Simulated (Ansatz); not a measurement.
# H on Ni(111): change of the work function, part 3 of 3

Aim: the work function of Ni(111) at several coverages of H (fcc site), and the dipole that each adsorbate carries.

Ansatz 0.2.0; plane-wave DFT, PBE, Ansatz PAW.

So far, work function, upper face (eV): step 2 (the clean slab) 5.07; step 3 (37 atoms, coverage 0.111 ML, cell 3x3) 5.10; step 4 (17 atoms, coverage 0.25 ML, cell 2x2) 5.10; step 5 (18 atoms, coverage 0.5 ML, cell 2x2) 5.11.

**6. The covered slab, k-mesh 12×12×1, coverage 1 ML**

System of this step: Ni4H (H/Ni(111)). The cell holds 5 atoms: 4 Ni and 1 H. Cell: a = 2.489 Å, b = 2.489 Å, c = 24.758 Å, α = 90.0°, β = 90.0°, γ = 60.0°. Vacuum lies along c.

input.yaml reads:

```yaml
crystal:
  lattice:
    - [2.4890158698, 0.0, 0.0]
    - [1.2445079349, 2.1555509736, 0.0]
    - [0.0, 0.0, 24.7584844451]
  atoms:
    - { symbol: Ni, position: [0.0, 0.0, 0.3635117497], spin: 0.7 }
    - { symbol: Ni, position: [0.3333333333, 0.3333333333, 0.4455956491], spin: 0.72 }
    - { symbol: Ni, position: [0.6666666667, 0.6666666667, 0.5274065665], spin: 0.72 }
    - { symbol: Ni, position: [0.0, 0.0, 0.6083961345], spin: 0.7 }
    - { symbol: H, position: [0.3333333333, 0.3333333333, 0.6364882503] }
magnetization:
  spin_polarized: true
kpoints:
  mp_grid: { grid: [12, 12, 1] }
hamiltonian:
  xc: pbe
scf:
  occupations: { method: fermi_dirac, width: 0.1 }
  convergence: { dr2_threshold: 1.0e-08 }
efield:
  axis: 3
  dipole_correction: true
  ramp_position: 0.97
  ramp_width: 0.06
relax:
  f_tol: 0.02
  max_steps: 60
  constraints: [{ sites: [0, 1] }]
output:
  write_potential: true
  write_density: true
  volumetric_format: npy
```

On the command line:

```console
ansatz run input.yaml --threads 4 --pin off --max-ram 16384MiB --backend cpu --events-out ev --progress --plain --runs-dir out
```

Wall time 39 s (4 threads of Arm Neoverse V1, shared host); peak memory 0.55 GiB; 2.5 min of CPU time.

Relaxation path:

```
step  energy less that of the first step (eV)  largest force component (eV/Å)
   1                                   0.0000                          0.8417
   2                                  -0.0536                          0.5081
   3                                  -0.0813                          0.0573
   4                                  -0.0816                          0.0123
```

The run keeps the 6 symmetry operations that the program found, so distortions that break them were not tested.

The atoms that moved most (Å):

```
atom     dx     dy     dz  length
  H5  0.000  0.000  0.224   0.224
 Ni4  0.000  0.000  0.064   0.064
```

Final coordinates:

```xyz
5
Lattice="2.4890 0.0000 0.0000 1.2445 2.1556 0.0000 0.0000 0.0000 24.7585" Properties=species:S:1:pos:R:3
Ni    0.0000    0.0000    9.0000
Ni    1.2445    0.7185   11.0323
Ni    2.4890    1.4370   13.0573
Ni    0.0000    0.0000   15.1270
H     1.2445    0.7185   15.9829
```

Running mean over 2.032 Å of the planar mean; the ramp of the sawtooth is left out. The electron's electrostatic potential energy less the Fermi level by z:

z (Å), electron's electrostatic potential energy less the Fermi level (eV) and a bar from the least value:
```
      3.5        5.1 ##############################
      4.0        5.1 ##############################
      4.5        5.1 ##############################
      5.0        5.1 ##############################
      5.5        5.1 ##############################
      6.0        5.0 ##############################
      6.5        4.9 ##############################
      7.0        4.4 #############################
      7.5        2.2 #########################
      8.0       -3.2 ###############
      8.5       -8.4 #####
      9.0      -10.1 ##
      9.5      -10.3 #
     10.0      -10.3 #
     10.5      -10.3 #
     11.0      -10.4 #
     11.5      -10.4 #
     12.0      -10.4 #
     12.5      -10.4 #
     13.0      -10.3 #
     13.5      -10.1 ##
     14.0       -9.9 ##
     14.5      -10.1 ##
     15.0      -11.0 
     15.5      -10.6 #
     16.0       -6.3 #########
     16.5       -0.3 ####################
     17.0        3.3 ###########################
     17.5        4.7 #############################
     18.0        5.0 ##############################
     18.5        5.0 ##############################
     19.0        5.1 ##############################
     19.5        5.1 ##############################
     20.0        5.1 ##############################
     20.5        5.1 ##############################
     21.0        5.1 ##############################
     21.5        5.1 ##############################
```

The relaxation took 4 steps and lowered the energy by 0.082 eV; the largest force on the free atoms ends at 0.012 eV/Å.

The covered face has 5.06 eV, -0.01 eV against the clean one; the bare back face has moved by -0.02 eV, a measure of how thin the slab is.

**7. Work function against coverage**

This step: plane-wave DFT, PBE, Ansatz PAW; work function against coverage (Ansatz 0.2.0).

The runs are now put side by side.

Numbers from this step:

```
work function of the clean face     : 5.072 eV
largest change of the work function : 0.03834 eV
```

The work function of the covered face by coverage:

```
coverage (adsorbates/nm²)  work function of the covered face (eV)
                     0.00                                    5.07
                     2.07                                    5.10
                     4.66                                    5.10
                     9.32                                    5.11
                    18.64                                    5.06
```

The dipole per adsorbate comes from the change of the cell's dipole. Coverage, by row:

```
coverage (1/nm²)  coverage (ML)  work function (eV)  change (eV)  dipole per adsorbate, positive end outwards (debye)  mean height of the added atoms over the highest substrate atom (Å)
           2.071         0.1111               5.095        0.023                                               -0.037                                                              0.9048
            4.66           0.25               5.101      0.02857                                                -0.02                                                              0.9013
           9.319            0.5                5.11      0.03834                                               -0.014                                                              0.8699
           18.64              1               5.064    -0.008466                                               -0.001                                                              0.8558
```

**8. Results**

```
work function of the clean face                        : 5.07 eV
work function at 0.11 ML                               : 5.10 eV
work function at 0.25 ML                               : 5.10 eV
work function at 0.5 ML                                : 5.11 eV
work function at 1 ML                                  : 5.06 eV
dipole per adsorbate at 0.11 ML, positive end outwards : -0.04 D
```

H changes the work function of Ni(111) by less than 0.15 eV at every coverage run, which is within the error of so thin a slab. The slab has 4 layers, at the tabulated experimental lattice constant, one starting site was run, and quantum-size effects of a slab this thin can reach one or two tenths of an eV. The magnetic order is the one reached from the typed start; other orders were not compared.

[Long decimals in the printed logs are rounded to 6 places.]

[Logs are printed without paths, hosts, clocks, repeated set-up lines and the standing remarks that a program may print on its own settings, such as how far it seeks lower states.]

[Hosts, paths, dates, database ids (printed as entryN), source tags and the programs' standing remarks are cut or masked in the printed files.]

[Maps of the electrostatic potential energy from Ansatz leave out the sawtooth potential of an applied field or a dipole correction, so their vacuum need not be flat; planar profiles and work functions include it.]
